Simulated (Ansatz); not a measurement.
# Structural relaxation of Σ7 (111) twist boundary in Si (84 atoms)

Aim: bring Σ7 (111) twist boundary in Si (84 atoms) to a nearby minimum of the energy and see what moves.

Calculated with Ansatz 0.2.0; Kohn-Sham DFT, PBE, PAW (set soft_2), plane waves.

### 1. The structure

The cell holds 84 atoms: 84 Si. Cell: a = 10.160 Å, b = 10.160 Å, c = 18.604 Å, α = 90.0°, β = 90.0°, γ = 120.0°. It derives from Si (diamond-structure). Diamond-structure Si (a = 5.431 Å); two grains turned against each other by 81.79 deg about [111]; 1 x 1 coincidence cells, 1 lattice periods a grain, two boundaries a cell, upper grain shifted by [0.256, 0.544] of the boundary cell and opened by 0.2 Å, one atom of each pair nearer than 1.293 Å removed; annealed from 300 K for 3 ps and minimised with a classical potential (one cell length free). Regions: lower grain, 42 atoms (42 Si); upper grain, 42 atoms (42 Si).

Before any run, some limits are plain. The host structure and its lattice constant were typed by rule, without a check against the phase diagram.

### 2. Single point at the start

The forces at the start show how far the geometry lies from a minimum of this functional.

File input.yaml:

```yaml
crystal:
  lattice:
    - [10.16047, 0.0, 0.0]
    - [-5.08024, 8.79923, 0.0]
    - [0.0, 0.0, 18.60372]
  atoms:
    - { symbol: Si, position: [0.87375, 0.28911, 0.44911] }
    - { symbol: Si, position: [0.87484, 0.28755, 0.07303] }
    - { symbol: Si, position: [0.84229, 0.05771, 0.11633] }
    - { symbol: Si, position: [0.84229, 0.05771, 0.24151] }
    - { symbol: Si, position: [0.77055, 0.59638, 0.45531] }
    - { symbol: Si, position: [0.74049, 0.57166, 0.06996] }
    - { symbol: Si, position: [0.98791, 0.778, 0.10794] }
    - { symbol: Si, position: [0.98702, 0.77241, 0.23579] }
    - { symbol: Si, position: [0.45269, 0.12945, 0.45531] }
    - { symbol: Si, position: [0.45804, 0.15951, 0.06996] }
    - { symbol: Si, position: [0.69372, 0.33986, 0.12003] }
    - { symbol: Si, position: [0.69427, 0.3423, 0.24631] }
    - { symbol: Si, position: [0.93823, 0.53494, 0.27984] }
    - { symbol: Si, position: [0.94052, 0.53244, 0.40583] }
    - { symbol: Si, position: [0.6478, 0.10082, 0.28164] }
    - { symbol: Si, position: [0.64437, 0.09204, 0.40713] }
    - { symbol: Si, position: [0.61089, 0.85778, 0.44911] }
    - { symbol: Si, position: [0.61245, 0.86043, 0.07303] }
    - { symbol: Si, position: [0.30362, 0.44731, 0.45531] }
    - { symbol: Si, position: [0.32835, 0.44196, 0.06996] }
    - { symbol: Si, position: [0.56014, 0.627, 0.12003] }
    - { symbol: Si, position: [0.5577, 0.62511, 0.24631] }
    - { symbol: Si, position: [0.79918, 0.82012, 0.28164] }
    - { symbol: Si, position: [0.80796, 0.82548, 0.40713] }
    - { symbol: Si, position: [0.04222, 0.02625, 0.44911] }
    - { symbol: Si, position: [0.03957, 0.02516, 0.07303] }
    - { symbol: Si, position: [0.273, 0.20628, 0.12003] }
    - { symbol: Si, position: [0.2749, 0.20574, 0.24631] }
    - { symbol: Si, position: [0.50895, 0.39105, 0.29766] }
    - { symbol: Si, position: [0.50895, 0.39105, 0.43383] }
    - { symbol: Si, position: [0.17562, 0.72438, 0.45143] }
    - { symbol: Si, position: [0.17563, 0.72439, 0.05689] }
    - { symbol: Si, position: [0.41695, 0.91209, 0.10795] }
    - { symbol: Si, position: [0.41226, 0.91299, 0.2358] }
    - { symbol: Si, position: [0.122, 0.48305, 0.10794] }
    - { symbol: Si, position: [0.12759, 0.48774, 0.23579] }
    - { symbol: Si, position: [0.36506, 0.67643, 0.27984] }
    - { symbol: Si, position: [0.36756, 0.68122, 0.40583] }
    - { symbol: Si, position: [0.07988, 0.2522, 0.28164] }
    - { symbol: Si, position: [0.07453, 0.25563, 0.40713] }
    - { symbol: Si, position: [0.22357, 0.96177, 0.27984] }
    - { symbol: Si, position: [0.21878, 0.95948, 0.40583] }
    - { symbol: Si, position: [0.50895, 0.39106, 0.96547] }
    - { symbol: Si, position: [0.50895, 0.39105, 0.57093] }
    - { symbol: Si, position: [0.80973, 0.255, 0.94932] }
    - { symbol: Si, position: [0.81082, 0.25765, 0.57324] }
    - { symbol: Si, position: [0.74405, 0.43421, 0.61652] }
    - { symbol: Si, position: [0.74634, 0.439, 0.74251] }
    - { symbol: Si, position: [0.07212, 0.09027, 0.94932] }
    - { symbol: Si, position: [0.07368, 0.08917, 0.57324] }
    - { symbol: Si, position: [0.0402, 0.28995, 0.61522] }
    - { symbol: Si, position: [0.03677, 0.29531, 0.74072] }
    - { symbol: Si, position: [0.99031, 0.49032, 0.77605] }
    - { symbol: Si, position: [0.99085, 0.48843, 0.90232] }
    - { symbol: Si, position: [0.35622, 0.95591, 0.9524] }
    - { symbol: Si, position: [0.38095, 0.98598, 0.56705] }
    - { symbol: Si, position: [0.31701, 0.15594, 0.61652] }
    - { symbol: Si, position: [0.31951, 0.15365, 0.74252] }
    - { symbol: Si, position: [0.27231, 0.34301, 0.78656] }
    - { symbol: Si, position: [0.26762, 0.33743, 0.91441] }
    - { symbol: Si, position: [0.645, 0.82788, 0.94932] }
    - { symbol: Si, position: [0.64235, 0.82632, 0.57324] }
    - { symbol: Si, position: [0.61005, 0.02339, 0.61522] }
    - { symbol: Si, position: [0.60469, 0.01461, 0.74072] }
    - { symbol: Si, position: [0.55698, 0.20244, 0.78656] }
    - { symbol: Si, position: [0.56257, 0.20334, 0.91442] }
    - { symbol: Si, position: [0.94408, 0.67346, 0.9524] }
    - { symbol: Si, position: [0.91402, 0.66812, 0.56705] }
    - { symbol: Si, position: [0.87661, 0.8598, 0.61522] }
    - { symbol: Si, position: [0.88539, 0.86323, 0.74072] }
    - { symbol: Si, position: [0.84228, 0.05771, 0.78084] }
    - { symbol: Si, position: [0.84228, 0.05772, 0.90602] }
    - { symbol: Si, position: [0.17562, 0.72438, 0.58853] }
    - { symbol: Si, position: [0.17562, 0.72438, 0.72469] }
    - { symbol: Si, position: [0.12687, 0.90969, 0.77605] }
    - { symbol: Si, position: [0.12442, 0.90915, 0.90232] }
    - { symbol: Si, position: [0.22653, 0.54377, 0.9524] }
    - { symbol: Si, position: [0.23188, 0.51905, 0.56704] }
    - { symbol: Si, position: [0.46579, 0.58299, 0.61652] }
    - { symbol: Si, position: [0.461, 0.58049, 0.74251] }
    - { symbol: Si, position: [0.40967, 0.77313, 0.77605] }
    - { symbol: Si, position: [0.41157, 0.77557, 0.90232] }
    - { symbol: Si, position: [0.69756, 0.62769, 0.78656] }
    - { symbol: Si, position: [0.69666, 0.63238, 0.91441] }
kpoints:
  mp_grid: { grid: [2, 2, 1] }
hamiltonian:
  xc: pbe
scf:
  occupations: { method: gaussian, width: 0.025 }
output:
  forces: true
  stress: true
  populations: true
  dos:
    method: { smearing: { sigma: 0.1 } }
    de: 0.1
    projected:
      site_lists:
        Si: [Si]
        lower_grain: [0, 1, 2, 3, 4, 5, 6, 7, 8, 9, 10, 11, 12, 13, 14, 15, 16, 17, 18, 19, 20, 21, 22, 23, 24, 25, 26, 27, 28, 29, 30, 31, 32, 33, 34, 35, 36, 37, 38, 39, 40, 41]
        upper_grain: [42, 43, 44, 45, 46, 47, 48, 49, 50, 51, 52, 53, 54, 55, 56, 57, 58, 59, 60, 61, 62, 63, 64, 65, 66, 67, 68, 69, 70, 71, 72, 73, 74, 75, 76, 77, 78, 79, 80, 81, 82, 83]
  eigenvalues: true
```

Launch:

```console
$ ansatz run input.yaml --threads 4 --pin off --max-ram 8192MiB --backend cpu --events-out ev --progress --plain --runs-dir out
```

Numbers of over 12 decimals in the logs are rounded to 6 here.

What it wrote:

```text
Warning: the atoms were moved onto the symmetric positions of the space group found under crystal.symmetry.tolerance 1.0e-5 (fractional; no operation is sought that the atoms, as they stand in a round, miss by more than twice it, and no atom is moved by as much as it), and the run uses the moved positions. [...]
Warning: at least one further symmetry operation maps every atom of the structure, as the run holds it, onto an atom to within 2.52e-5 (fractional), and is not used: no operation is sought that the atoms, as the run holds them, miss by more than 2.00e-5, twice crystal.symmetry.tolerance (1.0e-5). [...]
Engine: ansatz 0.2.0, x86_64-unknown-linux-gnu
Pseudopotentials: kind: paw
Pseudopotential: Si, paw, valence charge 4, recommended cutoff 420 eV (normal), Si.paw.azcp
[... 5 lines on functional and potentials left out ...]
Crystal: 84 atoms, lattice volume = 1663.253 Å³
Basis set: ecut = 420 eV, 32523 PW (Γ), exchange–correlation on 144×144×250 points (8 copies of the dense FFT grid, shifted against one another)
Bands: 252, of which v1, the nominal top of the filled ones, is band 168 counted from 1 (167 counted from 0)
Symmetry: 2 space group operations
Space group: C2 (ITA 5), of the structure as read, at distance tolerance 1.2e-4 Å
k-points: 3 of 4
[... 3 lines on functional and potentials left out ...]
Initial density: superposition of atomic densities (neutral atoms: chi_scale 0, normalization atom), corrected by the library's trained network
Initial wavefunctions: pseudopotential atomic-orbital guess
Functional: x = pbe(κ = 0.804, μ = 0.219515), c = pbe(β = 0.066725)
SCF iter   1: F=—  HF=-53397.291080 eV  |F-HF|=—  |Δ(HF+E_count)|=         —  Δρ=2.33e-3  dr2=2.17e-1  ethr=1.77e-3  ⟨swp⟩=6.3  Hψ=3489  notcnv=0  defer=137
preconditioner: auto → Resta (q_TF=auto, 2.090 Å⁻¹)  ε∞=5.7  [insulator: Δε(μ)=0.159 eV  Ē_g=7.716 eV  σ=0.025 eV  W_gap=1.00  n_scr=246 (ndim 8)  ℏωp=16.7 eV  f_vac=0.000  D(μ)=0.00/eV (n_scr^D=0)  ε∞_Penn≈5.7]
SCF iter   2: F=—  HF=-53397.270311 eV  |F-HF|=—  |Δ(HF+E_count)|=   2.08e-2  Δρ=1.24e-3  dr2=4.66e-2  ethr=6.47e-5  ⟨swp⟩=2.0  Hψ=884  notcnv=0  defer=204
SCF iter   3: F=—  HF=-53397.265431 eV  |F-HF|=—  |Δ(HF+E_count)|=   4.88e-3  Δρ=2.57e-4  dr2=5.24e-3  ethr=1.39e-5  ⟨swp⟩=2.0  Hψ=906  notcnv=0  defer=209
SCF iter   4: F=—  HF=-53397.265492 eV  |F-HF|=—  |Δ(HF+E_count)|=   6.08e-5  Δρ=9.79e-5  dr2=3.12e-4  ethr=1.56e-6  ⟨swp⟩=2.0  Hψ=546  notcnv=0  defer=209
SCF iter   5: F=—  HF=-53397.265594 eV  |F-HF|=—  |Δ(HF+E_count)|=   1.02e-4  Δρ=2.34e-5  dr2=1.94e-5  ethr=9.28e-8  ⟨swp⟩=2.3  Hψ=928  notcnv=0  defer=209
SCF iter   6: F=—  HF=-53397.265069 eV  |F-HF|=—  |Δ(HF+E_count)|=   5.24e-4  Δρ=6.22e-6  dr2=1.05e-6  ethr=5.76e-9  ⟨swp⟩=2.0  Hψ=1026  notcnv=0  defer=209
SCF iter   7: F=-53397.265070 eV  HF=-53397.265070 eV  |F-HF|=1.45e-8  |Δ(HF+E_count)|=   7.86e-7  Δρ=1.37e-6  dr2=7.03e-8  ethr=2.98e-11  ⟨swp⟩=13.7  Hψ=4961  notcnv=0
SCF 1 converged in 7 iterations: F = -53397.265070 eV  dr2 = 7.03e-8
  greatest PAW one-centre occupation: 0.657 electrons in one spin orbital (limit 2), on the Si atom at site 43 (counted from 0), in its partial waves of l = 0
SCF converged after 7 iterations
Free energy (F): -53397.265070 eV
Harris-Foulkes:  -53397.265070 eV  (|F-HF|=1.45e-8)
Internal energy: -53397.265068 eV  (E = F + TS)
E sigma→0 (E₀):  -53397.265069 eV
Entropy (-TS):   -0.000002 eV (-0.000 meV/atom)
Fermi energy:    6.395307 eV
--- Per-component energies (eV) ---
  E_band       = 440.111495
  E_kinetic    = 3376.459459
  E_local      = -2171.867816  (includes V_loc(G=0)·N_el)
  E_nonlocal   = 2176.942681
  E_hartree    = 591.176666
  E_xc         = -4631.325952
  E_vxc        = -3920.497757  (∫ρ·V_xc dr)
  E_paw        = -43068.685956  (= ΣΔE_a)
  E_vpaw       = -203.279453  (= ΣTr[D̂ρ^β])
  E_aug_tail   = 0.000522  (compensation charges beyond the density's cutoff)
  E_ewald      = -9669.964671
  E_smearing   = -0.000002  (= −TS)
  E_closure    = -0.000000  (closes the sum)
  Σ components = -53397.265070   (vs F -53397.265070, Δ=0.00e0)
--- Forces (eV/Å), atoms counted from 1 ---
  atom   1  Si    -0.02222333     0.07843243    -0.03561533
  atom   2  Si     0.14561593     0.12223684     0.04673531
  atom   3  Si    -0.00064880     0.00031268     0.02640885
  atom   4  Si     0.00005323     0.00034366     0.03893122
  atom   5  Si     0.08862726     0.09490186    -0.07981817
  atom   6  Si     0.51893220     0.36685466    -0.06737917
  atom   7  Si     0.15235671    -0.42210502     0.00513259
  atom   8  Si    -0.08585239     0.22103255     0.02084989
  atom   9  Si     0.03665694    -0.12423500    -0.07967575
  atom  10  Si     0.05775584    -0.63329285    -0.06712350
  atom  11  Si    -0.13397906     0.08659747    -0.19109383
  atom  12  Si    -0.05087155     0.01835092     0.28924091
  atom  13  Si     0.25086204    -0.01537142    -0.17161881
  atom  14  Si     0.07818037     0.00040865    -0.12838118
[...]
atom  83  Si    -0.14855952     0.18409199    -0.02104296
  atom  84  Si     0.28914020    -0.34237017    -0.00445289
  max |Σ_I F_I| component: 9.01e-7 eV/Å
--- Stress (GPa, compression-positive) ---
        0.159881      -0.000005       0.000248
       -0.000005       0.159876      -0.000143
        0.000248      -0.000143       2.697513
  P = ⅓ Tr σ = 1.0058 GPa (10.058 kbar)
--- Band table (eV) ---
  k-point 0: bands = ["-5.7092", "-5.3885", "-5.2116", "-4.3265", [... 236 levels ...], "9.9918", "10.0230", "10.0230", "10.1279", "10.1328", "10.1329", "10.1609", "10.2148", "10.2149", "10.2692", "10.2692", "10.3920"]
  k-point 1: bands = ["-5.2950", "-5.2937", "-4.9772", "-4.9768", [... 236 levels ...], "10.1533", "10.1960", "10.2767", "10.3087", "10.3344", "10.3665", "10.3952", "10.4382", "10.4593", "10.4799", "10.5969", "10.6263"]
  k-point 2: bands = ["-5.2950", "-5.2937", "-4.9772", "-4.9769", [... 236 levels ...], "10.1533", "10.1959", "10.2767", "10.3088", "10.3344", "10.3665", "10.3953", "10.4382", "10.4593", "10.4799", "10.5969", "10.6264"]
--- Löwdin populations: 84 sites ---
  site symbol       q [e]
     0     Si      3.9702
     1     Si      3.9628
     2     Si      3.9579
[...]
83     Si      3.9392
  spilling = 0.010335 (of n_electrons = 336.000000)
```

Elapsed: 43 s, on 4 threads of Intel Xeon Platinum 8259CL at 2.50GHz (Skylake/Cascade Lake), shared host; peak memory 6.7 GiB; 2.6 min of CPU time.

The program notes that the atoms just miss a symmetry operation and positions were snapped to a detected symmetry.

The run gave:

* free energy: -53397.2651 eV
* free energy per atom: -635.6817 eV/atom
* SCF cycles: 7
* pressure: 1.006 GPa
* r.m.s. force component: 0.1767 eV/Å
* longest force: 0.7287 eV/Å
* Fermi energy: 6.395 eV
* gap (highest filled to lowest empty level): 0.1526 eV
* spilling of the projection: 0.01034

The r.m.s. force component of 0.18 eV/Å and the pressure of 1.0 GPa set the starting point.

Neighbours are counted within 2.68 Å (Si-Si).

Length of the force by element and coordination:

```csv
element,coordination,atoms,mean length of the force (eV/Å),spread,least,most
Si,all,84,0.258,0.164,0.0264,0.729
Si,3,8,0.545,0.163,0.263,0.640
Si,4,74,0.214,0.104,0.0264,0.449
Si,5,2,0.729,0,0.729,0.729
```

### 3. Relaxation

The atoms are relaxed in the fixed cell, aiming at the force tolerance of the input.

input.yaml, the sections that differ from step 2:

```yaml
output:
  forces: true
relax:
  f_tol: 0.05
  max_steps: 139
# crystal, kpoints, hamiltonian, scf: as in step 2
```

What it wrote:

```text
[...]
Crystal: 84 atoms, lattice volume = 1663.253 Å³
Basis set: ecut = 420 eV, 32523 PW (Γ), exchange–correlation on 144×144×250 points (8 copies of the dense FFT grid, shifted against one another)
Bands: 252, of which v1, the nominal top of the filled ones, is band 168 counted from 1 (167 counted from 0)
Symmetry: 2 space group operations
[...]
k-points: 3 of 4
[...]
SCF iter   1: F=—  HF=-53397.290975 eV  |F-HF|=—  |Δ(HF+E_count)|=         —  Δρ=2.33e-3  dr2=2.17e-1  ethr=1.77e-3  ⟨swp⟩=6.3  Hψ=3489  notcnv=0  defer=138
[...]
SCF iter   6: F=-53397.265070 eV  HF=-53397.265069 eV  |F-HF|=5.18e-7  |Δ(HF+E_count)|=   9.60e-6  Δρ=5.70e-6  dr2=8.92e-7  ethr=5.74e-9  ⟨swp⟩=2.0  Hψ=1800  notcnv=0
SCF 1 converged in 6 iterations: F = -53397.265070 eV  dr2 = 8.92e-7
[...]
relax step   1: F+E_penalty+E_count = -53397.26506974 eV  Δ(F+E_penalty+E_count) = +0.000e0 eV  max|allowed force component| = 7.285e-1 eV/Å  Δτ_max = 0.0000 Å  (6 SCF iters, dr2 threshold 6.25e-5 eV, accepted)
[...]
relax step   2: F+E_penalty+E_count = -53397.80074600 eV  Δ(F+E_penalty+E_count) = -5.357e-1 eV  max|allowed force component| = 5.185e-1 eV/Å  Δτ_max = 0.1228 Å  (6 SCF iters, dr2 threshold 3.32e-5 eV, accepted)
[...]
relax step   3: F+E_penalty+E_count = -53398.03718006 eV  Δ(F+E_penalty+E_count) = -2.364e-1 eV  max|allowed force component| = 2.293e-1 eV/Å  Δτ_max = 0.1351 Å  (6 SCF iters, dr2 threshold 1.68e-5 eV, accepted)
relax step   4: F+E_penalty+E_count = -53398.14790566 eV  Δ(F+E_penalty+E_count) = -1.107e-1 eV  max|allowed force component| = 1.179e-1 eV/Å  Δτ_max = 0.0909 Å  (6 SCF iters, dr2 threshold 1.03e-5 eV, accepted)
relax step   5: F+E_penalty+E_count = -53398.13021334 eV  Δ(F+E_penalty+E_count) = +1.769e-2 eV  max|allowed force component| = 2.695e-1 eV/Å  Δτ_max = 0.2000 Å  (7 SCF iters, dr2 threshold 2.72e-6 eV, rejected (line search))
relax step   6: F+E_penalty+E_count = -53398.17869133 eV  Δ(F+E_penalty+E_count) = -3.079e-2 eV  max|allowed force component| = 7.835e-2 eV/Å  Δτ_max = 0.0896 Å  (7 SCF iters, accepted)
[...]
relax step   7: F+E_penalty+E_count = -53398.18729587 eV  Δ(F+E_penalty+E_count) = -8.605e-3 eV  max|allowed force component| = 1.680e-2 eV/Å  Δτ_max = 0.0298 Å  (6 SCF iters, accepted)
SCF converged after 6 iterations
Free energy (F): -53398.187296 eV
[...]
Internal energy: -53398.187274 eV  (E = F + TS)
E sigma→0 (E₀):  -53398.187285 eV
Entropy (-TS):   -0.000022 eV (-0.000 meV/atom)
Fermi energy:    6.358381 eV
[...]
--- Forces (eV/Å), atoms counted from 1 ---
  atom   1  Si     0.01332844     0.00828676     0.00356023
  atom   2  Si     0.00373059    -0.00037628    -0.00380718
  atom   3  Si     0.00000231     0.00001752    -0.00053343
  atom   4  Si    -0.00001403    -0.00001320     0.00628656
  atom   5  Si     0.00589009     0.01599872     0.00591940
  atom   6  Si    -0.00529656     0.00291013    -0.00477254
  atom   7  Si     0.00175916     0.00003594    -0.00367702
  atom   8  Si    -0.00737997     0.00071836     0.00287215
  atom   9  Si     0.01092381    -0.01309313     0.00591048
  atom  10  Si     0.00512967     0.00315612    -0.00474080
  atom  11  Si     0.00700305    -0.00151473    -0.00265259
  atom  12  Si     0.01031532    -0.00351445    -0.00359841
  atom  13  Si     0.00663137     0.00461843     0.00094477
  atom  14  Si    -0.00077803    -0.00133006     0.00173348
[...]
atom  83  Si     0.00307559     0.00676798    -0.00285354
  atom  84  Si    -0.00089142    -0.00150100     0.00374169
  max |Σ_I F_I| component: 4.60e-7 eV/Å
--- Relaxed structure (7 steps of the walk, 6 accepted, 0 SCFs on fresh bases) ---
  F+E_penalty+E_count = -53398.18729587 eV   max|allowed force component| = 1.680e-2 eV/Å
  atoms:
    - { symbol: Si, position: [0.875057, 0.290478, 0.448457] }
    - { symbol: Si, position: [0.877693, 0.288764, 0.073275] }
    - { symbol: Si, position: [0.842291, 0.057710, 0.115796] }
    - { symbol: Si, position: [0.842289, 0.057711, 0.240799] }
[...]
- { symbol: Si, position: [0.690603, 0.628054, 0.909762] }
```

It took 2 min on 4 threads; peak memory 6.8 GiB; 7.7 min of CPU time.

The steps of the relaxation:

```csv
step,energy less that of the first step (eV),largest force component (eV/Å)
1,0.0000,0.7285
2,-0.5357,0.5185
3,-0.7721,0.2293
4,-0.8828,0.1179
5,-0.8651,0.2695
6,-0.9136,0.0784
7,-0.9222,0.0168
```

Relaxation step 5 was tried and not accepted.

Forces are held to the 2 operations that the run works with; a distortion that breaks them can't arise in this run.

The atoms that moved most (Å):

```csv
atom,dx,dy,dz,length
Si73,0.000,0.000,-0.424,0.424
Si30,0.000,0.000,0.424,0.424
Si31,0.000,0.000,-0.274,0.274
Si44,0.000,0.000,0.274,0.274
Si10,-0.011,-0.189,-0.041,0.194
Si55,-0.011,0.189,0.041,0.194
Si67,-0.158,-0.104,0.041,0.194
Si6,0.169,0.085,-0.041,0.194
```

The relaxation changed the energy by -11.0 meV/atom, and atoms moved by 0.12 Å r.m.s., 0.42 Å at most.

### 4. Structure statistics after relaxation

Bonds before and after, by the cutoffs listed below:

```csv
pair,bonds before,bonds after,mean before (Å),mean after (Å),spread before (Å),spread after (Å)
Si-Si,165,166,2.366,2.361,0.043,0.038
```

Density 2.36 g/cm³, 19.80 Å³ an atom.

Pair distribution function in bins of 0.2 Å:

```csv
r (Å),total
2.30,4.86
2.50,0.73
2.70,0.00
2.90,0.04
3.10,0.23
3.30,0.00
3.50,0.46
3.70,1.69
3.90,3.74
4.10,0.64
4.30,0.94
4.50,2.54
4.70,0.57
4.90,0.19
5.10,0.35
5.30,0.71
5.50,0.75
5.70,0.50
5.90,1.72
6.10,0.72
6.30,0.46
6.50,1.28
6.70,2.09
6.90,1.00
7.10,1.27
7.30,0.60
7.50,0.86
7.70,0.99
```

Bonds by pair of elements; cutoffs follow the first minimum of g(r), held within bounds set by covalent radii, and pairs that aren't listed don't count as bonded:

```csv
pair A-B,cutoff (Å),bonds,mean length (Å),spread (Å),shortest (Å),B about A,A about B
Si-Si,2.77,166,2.36,0.038,2.32,3.95,3.95
```

How many atoms have how many bonded neighbours:

```csv
element,mean,3,4
Si,3.95,4,80
```

Bond angles, per cent of each kind in bins of 5°:

```csv
angle (°),Si-Si-Si
75–80,1.2
80–85,0.0
85–90,0.0
90–95,2.4
95–100,2.4
100–105,7.3
105–110,45.1
110–115,31.7
115–120,6.1
120–125,2.4
125–130,0.0
130–135,1.2
```

Bond angles (no mean is given where the spread exceeds 20°):

```csv
angle,count,mean (°),spread (°)
Si-Si-Si,492,109,6.7
```

Bond length by coordination (bonds to H left out):

```csv
element,coordination,atoms,mean bond length (Å)
Si,3,4,2.35
Si,4,80,2.36
```

Rings of the network by King's shortest-path rule, up to 12 atoms, one path for each pair of neighbours; H, halogens, alkali and alkaline-earth atoms are left out, and the last column divides by all other atoms, bonded or not:

```csv
ring size (atoms),rings,per network atom
5,6,0.071
6,137,1.63
```

With the cutoffs above, 95 % of Si atoms have 4 bonded neighbours. The Si-Si-Si angle averages 109° with a spread of 7°. Rings of 6 atoms are the most common (96 % of those counted); sizes run from 5 to 6.

(Part 1 of 2 ends here.)

[Logs are printed without paths, hosts, clocks, repeated set-up lines and the standing remarks that a program may print on its own settings, such as how far it seeks lower states.]

[Hosts, paths, dates, database ids (printed as entryN), source tags and the programs' standing remarks are cut or masked in the printed files.]
